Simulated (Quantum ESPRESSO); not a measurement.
# Cr: a ladder in cutoff, mesh and threshold together

Two starts of Cr are run at each rung of cutoff, mesh and threshold together.

Program: Quantum ESPRESSO 7.5. Level of theory: PBE; plane waves with GBRV 1.5 PBE potentials, no spin-orbit coupling (settings of the first rung). Results are calculated unless marked as measured.

## 1. The starting structure

It takes space group Im-3m (No. 229, cubic). Conventional cell: a = 2.969 Å, b = 2.969 Å, c = 2.969 Å, α = 90.00°, β = 90.00°, γ = 90.00°. Cr has 8 Cr at 2.57 Å nearest.

As a file:

```cif
data_structure
_symmetry_space_group_name_H-M 'Im-3m'
_symmetry_Int_Tables_number 229
_cell_length_a 2.9689
_cell_length_b 2.9689
_cell_length_c 2.9689
_cell_angle_alpha 90.000
_cell_angle_beta 90.000
_cell_angle_gamma 90.000
_cell_volume 26.17
loop_
_atom_site_label
_atom_site_type_symbol
_atom_site_symmetry_multiplicity
_atom_site_Wyckoff_symbol
_atom_site_fract_x
_atom_site_fract_y
_atom_site_fract_z
_atom_site_occupancy
Cr1 Cr 2 a 0.00000 0.00000 0.00000 1
```

The cell comes from Materials Project 2023-11-01, a database of computed structures, and need not be the stable phase.

## 2. Rung 1, start ferro ++

ASE passes magmoms on as starting_magnetization. pw.x reads values of 1 or more as Bohr magnetons; where all are smaller, it reads them as fractions of the valence charge.

pw.py reads:

```python
from ase import Atoms
from ase.calculators.espresso import Espresso, EspressoProfile

atoms = Atoms(['Cr', 'Cr'],
    cell=[[2.96889936, 0.0, 0.0],
         [0.0, 2.96889936, 0.0],
         [0.0, 0.0, 2.96889936]],
    scaled_positions=[[0.0, 0.0, 0.0],
         [0.5, 0.5, 0.5]],
    pbc=True,
    magmoms=[2.5, 2.5])
input_data = {
    'control': {'calculation': 'scf', 'prefix': 'pwscf', 'outdir': './tmp', 'disk_io': 'nowf'},
    'system': {'ecutwfc': 22.0, 'ecutrho': 154.0, 'nbnd': 23, 'occupations': 'smearing', 'smearing': 'fd', 'degauss': 0.00367493, 'nspin': 2},
    'electrons': {'conv_thr': 2e-06, 'electron_maxstep': 150, 'mixing_beta': 0.3},
}
atoms.calc = Espresso(
    profile=EspressoProfile(command='mpirun -n 2 pw.x -nk 2', pseudo_dir='pseudo'),
    pseudopotentials={'Cr': 'cr_pbe_v1.5.uspp.F.UPF'},
    input_data=input_data,
    kpts=(4, 4, 4),
    koffset=(0, 0, 0))
atoms.get_potential_energy()
energy = atoms.calc.results['free_energy']
print(f'free energy: {energy:.6f} eV')
print('site moments (muB):', atoms.get_magnetic_moments().round(3))
```

The run is started by

```bash
$ OMP_NUM_THREADS=1 python3 pw.py > pw.log
```

The program printed:

```text
free energy: -4765.289135 eV
site moments (muB): [-0.013  0.014]

--- espresso.pwo ---
Program PWSCF v.7.5 starts

Warning: card &CELL ignored
Warning: card &FCP ignored
Warning: card &RISM ignored

     Found identity + ( -0.5000 -0.5000 -0.5000) symmetry
     This is a supercell, fractional translations are disabled
     Message from routine setup:
     using ibrav=0 with symmetry is DISCOURAGED, use correct ibrav instead

     K-points division:     npool     =       2
     Subspace diagonalization in iterative solution of the eigenvalue problem:

     bravais-lattice index     =            0
     lattice parameter (alat)  =       5.6104  a.u.
     unit-cell volume          =     176.5969 (a.u.)^3
     number of atoms/cell      =            2
     number of atomic types    =            1
     number of electrons       =        28.00
     number of Kohn-Sham states=           23
     kinetic-energy cutoff     =      22.0000  Ry
     charge density cutoff     =     154.0000  Ry
     scf convergence threshold =      2.0E-06
     mixing beta               =       0.3000
     number of iterations used =            8  plain     mixing
     Exchange-correlation=  SLA  PW   PBX  PBC
                           (   1   4   3   4   0   0   0)

     celldm(1)=   5.610407  celldm(2)=   0.000000  celldm(3)=   0.000000
     celldm(4)=   0.000000  celldm(5)=   0.000000  celldm(6)=   0.000000

     crystal axes: (cart. coord. in units of alat)
               a(1) = (   1.000000   0.000000   0.000000 )
               a(2) = (   0.000000   1.000000   0.000000 )
               a(3) = (   0.000000   0.000000   1.000000 )

     reciprocal axes: (cart. coord. in units 2 pi/alat)
               b(1) = (  1.000000  0.000000  0.000000 )
               b(2) = (  0.000000  1.000000  0.000000 )
               b(3) = (  0.000000  0.000000  1.000000 )

     PseudoPot. # 1 for Cr read from file:
     cr_pbe_v1.5.uspp.F.UPF
     Pseudo is Ultrasoft + core correction, Zval = 14.0

     atomic species   valence    mass     pseudopotential
     Cr               14.00    51.99610     Cr( 1.00)

     Starting magnetic structure
     atomic species   magnetization
     Cr              0.179

     48 Sym. Ops., with inversion, found

   Cartesian axes

     site n.     atom                  positions (alat units)
         1        Cr     tau(   1) = (   0.0000000   0.0000000   0.0000000  )
         2        Cr     tau(   2) = (   0.5000000   0.5000000   0.5000000  )

     number of k points=    10  Fermi-Dirac smearing, width (Ry)=  0.0037
                       cart. coord. in units 2pi/alat
        k(    1) = (   0.0000000   0.0000000   0.0000000), wk =   0.0156250
        k(    2) = (   0.0000000   0.0000000   0.2500000), wk =   0.0937500
        k(    3) = (   0.0000000   0.0000000  -0.5000000), wk =   0.0468750
        k(    4) = (   0.0000000   0.2500000   0.2500000), wk =   0.1875000
        k(    5) = (   0.0000000   0.2500000  -0.5000000), wk =   0.1875000
        [... 5 further k-points ...]

     Dense  grid:     5695 G-vectors     FFT dimensions: (  24,  24,  24)

     Smooth grid:     2517 G-vectors     FFT dimensions: (  18,  18,  18)

     Check: negative core charge=   -0.000030
     Generating pointlists ...
     new r_m :   0.3572 (alat units)  2.0042 (a.u.) for type    1

     Initial potential from superposition of free atoms

     starting charge      26.0000, renormalised to      28.0000

     negative rho (up, down):  5.177E-03 3.608E-03
     Starting wfcs are   20 randomized atomic wfcs +    3 random wfcs

     Self-consistent Calculation

     iteration #  1     ecut=    22.00 Ry     beta= 0.30
     Davidson diagonalization with overlap
     ethr =  1.00E-02,  avg # of iterations =  3.9

     negative rho (up, down):  5.814E-03 5.144E-03

     total energy              =    -349.60275197 Ry
     estimated scf accuracy    <       5.34533211 Ry

     total magnetization       =     1.21 Bohr mag/cell
     absolute magnetization    =     1.21 Bohr mag/cell

     iteration #  2     ecut=    22.00 Ry     beta= 0.30
     Davidson diagonalization with overlap
     ethr =  1.00E-02,  avg # of iterations =  2.0

     negative rho (up, down):  5.416E-03 5.908E-03

     total energy              =    -350.10779955 Ry
     estimated scf accuracy    <       0.32714765 Ry

     total magnetization       =     1.40 Bohr mag/cell
     absolute magnetization    =     1.41 Bohr mag/cell

     [... further iterations left out ...]

     iteration # 16     ecut=    22.00 Ry     beta= 0.30
     Davidson diagonalization with overlap
     ethr =  1.86E-07,  avg # of iterations =  2.1

     negative rho (up, down):  5.044E-03 5.040E-03

     total energy              =    -350.24232015 Ry
     estimated scf accuracy    <       0.00001393 Ry

     total magnetization       =    -0.00 Bohr mag/cell
     absolute magnetization    =     0.03 Bohr mag/cell

     iteration # 17     ecut=    22.00 Ry     beta= 0.30
     Davidson diagonalization with overlap
     ethr =  4.97E-08,  avg # of iterations =  1.6

     negative rho (up, down):  5.042E-03 5.043E-03

     Magnetic moment per site  (integrated on atomic sphere of radius R)
     atom   1 (R=0.357)  charge= 12.3136  magn= -0.0134
     atom   2 (R=0.357)  charge= 12.3136  magn=  0.0135

     End of self-consistent calculation

     [... lines left out ...]
     the Fermi energy is    16.9402 ev

!    total energy              =    -350.24232200 Ry
     estimated scf accuracy    <       0.00000073 Ry
     smearing contrib. (-TS)   =      -0.00005093 Ry
     internal energy E=F+TS    =    -350.24227107 Ry

     The total energy is F=E-TS. E is the sum of the following terms:
     one-electron contribution =    -129.03417840 Ry
     hartree contribution      =      77.52816902 Ry
     xc contribution           =     -44.46244640 Ry
     ewald contribution        =    -254.27381529 Ry

     total magnetization       =    -0.00 Bohr mag/cell
     absolute magnetization    =     0.03 Bohr mag/cell

     convergence has been achieved in  17 iterations

=------------------------------------------------------------------------------=
   JOB DONE.
=------------------------------------------------------------------------------=
```

Wall time 3.8 s (2 MPI ranks of Intel Xeon Platinum 8488C (Sapphire Rapids), shared host); peak memory 0.21 GiB.

Spin moment in the atom's sphere by atom:

| atom | spin moment in the atom's sphere (μB) |
| --- | --- |
| Cr1 | -0.0134 |
| Cr2 | 0.0135 |

Numbers from this step:

```
magnetization : 0 μB
final state   : non-magnetic
```

## 3. Rung 1, start antiferro +-

Edit pw.py of step 2 so:

```diff
@@ -10,6 +10,6 @@
     pbc=True,
-    magmoms=[2.5, 2.5])
+    magmoms=[2.5, -2.5])
 input_data = {
     'control': {'calculation': 'scf', 'prefix': 'pwscf', 'outdir': './tmp', 'disk_io': 'nowf'},
-    'system': {'ecutwfc': 22.0, 'ecutrho': 154.0, 'nbnd': 23, 'occupations': 'smearing', 'smearing': 'fd', 'degauss': 0.00367493, 'nspin': 2},
+    'system': {'ecutwfc': 22.0, 'ecutrho': 154.0, 'nbnd': 21, 'occupations': 'smearing', 'smearing': 'fd', 'degauss': 0.00367493, 'nspin': 2},
     'electrons': {'conv_thr': 2e-06, 'electron_maxstep': 150, 'mixing_beta': 0.3},
```

The run is started by

```bash
$ OMP_NUM_THREADS=1 python3 pw.py > pw.log
```

The program printed:

```text
     [... lines left out ...]
free energy: -4765.329588 eV
site moments (muB): [ 1.412 -1.413]
--- espresso.pwo ---
Program PWSCF v.7.5 starts
     [... lines left out ...]
     number of atoms/cell      =            2
     [... lines left out ...]
     number of electrons       =        28.00
     number of Kohn-Sham states=           21
     kinetic-energy cutoff     =      22.0000  Ry
     charge density cutoff     =     154.0000  Ry
     scf convergence threshold =      2.0E-06
     [... lines left out ...]
     48 Sym. Ops., with inversion, found
     [... lines left out ...]
     number of k points=    10  Fermi-Dirac smearing, width (Ry)=  0.0037
     [... lines left out ...]
     iteration # 15     ecut=    22.00 Ry     beta= 0.30
     [... lines left out ...]
     Magnetic moment per site  (integrated on atomic sphere of radius R)
     atom   1 (R=0.357)  charge= 12.3238  magn=  1.4125
     atom   2 (R=0.357)  charge= 12.3237  magn= -1.4127
     [... lines left out ...]
     the Fermi energy is    17.2003 ev
!    total energy              =    -350.24529521 Ry
     estimated scf accuracy    <       0.00000125 Ry
     smearing contrib. (-TS)   =      -0.00057782 Ry
     [... lines left out ...]
     total magnetization       =    -0.00 Bohr mag/cell
     absolute magnetization    =     3.01 Bohr mag/cell
     convergence has been achieved in  15 iterations
```

Wall time 3.7 s (2 MPI ranks); peak memory 0.21 GiB.

Spin moment in the atom's sphere by atom:

| atom | spin moment in the atom's sphere (μB) |
| --- | --- |
| Cr1 | 1.41 |
| Cr2 | -1.41 |

Numbers from this step:

- magnetization: 0 μB
- final state: antiferromagnetic

## 4. Rung 2, start ferro ++

Edit pw.py of step 3 so:

```diff
@@ -10,7 +10,7 @@
     pbc=True,
-    magmoms=[2.5, -2.5])
+    magmoms=[2.5, 2.5])
 input_data = {
     'control': {'calculation': 'scf', 'prefix': 'pwscf', 'outdir': './tmp', 'disk_io': 'nowf'},
-    'system': {'ecutwfc': 22.0, 'ecutrho': 154.0, 'nbnd': 21, 'occupations': 'smearing', 'smearing': 'fd', 'degauss': 0.00367493, 'nspin': 2},
-    'electrons': {'conv_thr': 2e-06, 'electron_maxstep': 150, 'mixing_beta': 0.3},
+    'system': {'ecutwfc': 30.0, 'ecutrho': 210.0, 'nbnd': 23, 'occupations': 'smearing', 'smearing': 'fd', 'degauss': 0.00367493, 'nspin': 2},
+    'electrons': {'conv_thr': 2e-07, 'electron_maxstep': 150, 'mixing_beta': 0.3},
 }
@@ -20,3 +20,3 @@
     input_data=input_data,
-    kpts=(4, 4, 4),
+    kpts=(6, 6, 6),
     koffset=(0, 0, 0))
```

The run is started by

```bash
$ OMP_NUM_THREADS=1 python3 pw.py > pw.log
```

The program printed:

```text
     [... lines left out ...]
free energy: -4774.832296 eV
site moments (muB): [-0.007  0.007]
--- espresso.pwo ---
Program PWSCF v.7.5 starts
     [... lines left out ...]
     number of atoms/cell      =            2
     [... lines left out ...]
     number of electrons       =        28.00
     number of Kohn-Sham states=           23
     kinetic-energy cutoff     =      30.0000  Ry
     charge density cutoff     =     210.0000  Ry
     scf convergence threshold =      2.0E-07
     [... lines left out ...]
     48 Sym. Ops., with inversion, found
     [... lines left out ...]
     number of k points=    20  Fermi-Dirac smearing, width (Ry)=  0.0037
     [... lines left out ...]
     iteration # 13     ecut=    30.00 Ry     beta= 0.30
     [... lines left out ...]
     Magnetic moment per site  (integrated on atomic sphere of radius R)
     atom   1 (R=0.357)  charge= 12.3047  magn= -0.0067
     atom   2 (R=0.357)  charge= 12.3037  magn=  0.0066
     [... lines left out ...]
     the Fermi energy is    16.7540 ev
!    total energy              =    -350.94373144 Ry
     estimated scf accuracy    <       0.00000007 Ry
     smearing contrib. (-TS)   =      -0.00052366 Ry
     [... lines left out ...]
     total magnetization       =     0.00 Bohr mag/cell
     absolute magnetization    =     0.01 Bohr mag/cell
     convergence has been achieved in  13 iterations
```

The job ended after 4.7 s (2 MPI ranks; peak memory 0.23 GiB).

This step gave:

```yaml
magnetization: 0 μB
final_state: non-magnetic
largest_moment: 0.006652 μB
```

## 5. Rung 2, start antiferro +-

Edit pw.py of step 4 so:

```diff
@@ -10,6 +10,6 @@
     pbc=True,
-    magmoms=[2.5, 2.5])
+    magmoms=[2.5, -2.5])
 input_data = {
     'control': {'calculation': 'scf', 'prefix': 'pwscf', 'outdir': './tmp', 'disk_io': 'nowf'},
-    'system': {'ecutwfc': 30.0, 'ecutrho': 210.0, 'nbnd': 23, 'occupations': 'smearing', 'smearing': 'fd', 'degauss': 0.00367493, 'nspin': 2},
+    'system': {'ecutwfc': 30.0, 'ecutrho': 210.0, 'nbnd': 21, 'occupations': 'smearing', 'smearing': 'fd', 'degauss': 0.00367493, 'nspin': 2},
     'electrons': {'conv_thr': 2e-07, 'electron_maxstep': 150, 'mixing_beta': 0.3},
```

The run is started by

```bash
$ OMP_NUM_THREADS=1 python3 pw.py > pw.log
```

The program printed:

```text
     [... lines left out ...]
free energy: -4774.996960 eV
site moments (muB): [ 1.75 -1.75]
--- espresso.pwo ---
Program PWSCF v.7.5 starts
     [... lines left out ...]
     number of atoms/cell      =            2
     [... lines left out ...]
     number of electrons       =        28.00
     number of Kohn-Sham states=           21
     kinetic-energy cutoff     =      30.0000  Ry
     charge density cutoff     =     210.0000  Ry
     scf convergence threshold =      2.0E-07
     [... lines left out ...]
     48 Sym. Ops., with inversion, found
     [... lines left out ...]
     number of k points=    20  Fermi-Dirac smearing, width (Ry)=  0.0037
     [... lines left out ...]
     iteration #  9     ecut=    30.00 Ry     beta= 0.30
     [... lines left out ...]
     Magnetic moment per site  (integrated on atomic sphere of radius R)
     atom   1 (R=0.357)  charge= 12.3207  magn=  1.7504
     atom   2 (R=0.357)  charge= 12.3200  magn= -1.7504
     [... lines left out ...]
     the Fermi energy is    16.9280 ev
!    total energy              =    -350.95583407 Ry
     estimated scf accuracy    <       0.00000009 Ry
     smearing contrib. (-TS)   =      -0.00027226 Ry
     [... lines left out ...]
     total magnetization       =    -0.00 Bohr mag/cell
     absolute magnetization    =     3.75 Bohr mag/cell
     convergence has been achieved in   9 iterations
```

The job ended after 4.1 s (2 MPI ranks; peak memory 0.22 GiB).

This step gave:

```yaml
magnetization: 0 μB
final_state: antiferromagnetic
largest_moment: 1.750 μB
```

## 6. Rung 3, start ferro ++

Edit pw.py of step 5 so:

```diff
@@ -10,7 +10,7 @@
     pbc=True,
-    magmoms=[2.5, -2.5])
+    magmoms=[2.5, 2.5])
 input_data = {
     'control': {'calculation': 'scf', 'prefix': 'pwscf', 'outdir': './tmp', 'disk_io': 'nowf'},
-    'system': {'ecutwfc': 30.0, 'ecutrho': 210.0, 'nbnd': 21, 'occupations': 'smearing', 'smearing': 'fd', 'degauss': 0.00367493, 'nspin': 2},
-    'electrons': {'conv_thr': 2e-07, 'electron_maxstep': 150, 'mixing_beta': 0.3},
+    'system': {'ecutwfc': 40.0, 'ecutrho': 280.0, 'nbnd': 23, 'occupations': 'smearing', 'smearing': 'fd', 'degauss': 0.00367493, 'nspin': 2},
+    'electrons': {'conv_thr': 4e-09, 'electron_maxstep': 150, 'mixing_beta': 0.3},
 }
@@ -20,3 +20,3 @@
     input_data=input_data,
-    kpts=(6, 6, 6),
+    kpts=(10, 10, 10),
     koffset=(0, 0, 0))
```

The run is started by

```bash
$ OMP_NUM_THREADS=1 python3 pw.py > pw.log
```

The program printed:

```text
     [... lines left out ...]
free energy: -4775.157040 eV
site moments (muB): [-0.  0.]
--- espresso.pwo ---
Program PWSCF v.7.5 starts
     [... lines left out ...]
     number of atoms/cell      =            2
     [... lines left out ...]
     number of electrons       =        28.00
     number of Kohn-Sham states=           23
     kinetic-energy cutoff     =      40.0000  Ry
     charge density cutoff     =     280.0000  Ry
     scf convergence threshold =      4.0E-09
     [... lines left out ...]
     48 Sym. Ops., with inversion, found
     [... lines left out ...]
     number of k points=    56  Fermi-Dirac smearing, width (Ry)=  0.0037
     [... lines left out ...]
     iteration # 20     ecut=    40.00 Ry     beta= 0.30
     [... lines left out ...]
     Magnetic moment per site  (integrated on atomic sphere of radius R)
     atom   1 (R=0.357)  charge= 12.3077  magn= -0.0000
     atom   2 (R=0.357)  charge= 12.3077  magn=  0.0000
     [... lines left out ...]
     the Fermi energy is    16.8102 ev
!    total energy              =    -350.96759969 Ry
     estimated scf accuracy    <          3.4E-09 Ry
     smearing contrib. (-TS)   =      -0.00091238 Ry
     [... lines left out ...]
     total magnetization       =     0.00 Bohr mag/cell
     absolute magnetization    =     0.00 Bohr mag/cell
     convergence has been achieved in  20 iterations
```

Elapsed: 22 s, on 2 MPI ranks; peak memory 0.27 GiB.

Read from the output:

```
magnetization  : 0 μB
final state    : non-magnetic
largest moment : 0 μB
```

## 7. Rung 3, start antiferro +-

Edit pw.py of step 6 so:

```diff
@@ -10,6 +10,6 @@
     pbc=True,
-    magmoms=[2.5, 2.5])
+    magmoms=[2.5, -2.5])
 input_data = {
     'control': {'calculation': 'scf', 'prefix': 'pwscf', 'outdir': './tmp', 'disk_io': 'nowf'},
-    'system': {'ecutwfc': 40.0, 'ecutrho': 280.0, 'nbnd': 23, 'occupations': 'smearing', 'smearing': 'fd', 'degauss': 0.00367493, 'nspin': 2},
+    'system': {'ecutwfc': 40.0, 'ecutrho': 280.0, 'nbnd': 21, 'occupations': 'smearing', 'smearing': 'fd', 'degauss': 0.00367493, 'nspin': 2},
     'electrons': {'conv_thr': 4e-09, 'electron_maxstep': 150, 'mixing_beta': 0.3},
```

The run is started by

```bash
$ OMP_NUM_THREADS=1 python3 pw.py > pw.log
```

The program printed:

```text
     [... lines left out ...]
free energy: -4775.342831 eV
site moments (muB): [ 1.78 -1.78]
--- espresso.pwo ---
Program PWSCF v.7.5 starts
     [... lines left out ...]
     number of atoms/cell      =            2
     [... lines left out ...]
     number of electrons       =        28.00
     number of Kohn-Sham states=           21
     kinetic-energy cutoff     =      40.0000  Ry
     charge density cutoff     =     280.0000  Ry
     scf convergence threshold =      4.0E-09
     [... lines left out ...]
     48 Sym. Ops., with inversion, found
     [... lines left out ...]
     number of k points=    56  Fermi-Dirac smearing, width (Ry)=  0.0037
     [... lines left out ...]
     iteration # 14     ecut=    40.00 Ry     beta= 0.30
     [... lines left out ...]
     Magnetic moment per site  (integrated on atomic sphere of radius R)
     atom   1 (R=0.357)  charge= 12.3272  magn=  1.7804
     atom   2 (R=0.357)  charge= 12.3272  magn= -1.7804
     [... lines left out ...]
     the Fermi energy is    16.8960 ev
!    total energy              =    -350.98125511 Ry
     estimated scf accuracy    <          2.3E-10 Ry
     smearing contrib. (-TS)   =      -0.00033351 Ry
     [... lines left out ...]
     total magnetization       =    -0.00 Bohr mag/cell
     absolute magnetization    =     3.82 Bohr mag/cell
     convergence has been achieved in  14 iterations
```

The job ended after 17 s (2 MPI ranks; peak memory 0.27 GiB).

This step gave:

```yaml
magnetization: 0 μB
final_state: antiferromagnetic
largest_moment: 1.780 μB
```

(Continued in part 2 of 2.)

[Logs and program files are shortened in this print: banners, set-up blocks, solver, clock and traceback lines can be left out without a mark of their own.]

[Logs are printed without paths, hosts, clocks, repeated set-up lines and the standing remarks that a program may print on its own settings, such as how far it seeks lower states.]

[Hosts, paths, dates, database ids (printed as entryN), source tags and the programs' standing remarks are cut or masked in the printed files.]

[Where a cell is said to come from a database of computed structures, the database is the Materials Project.]
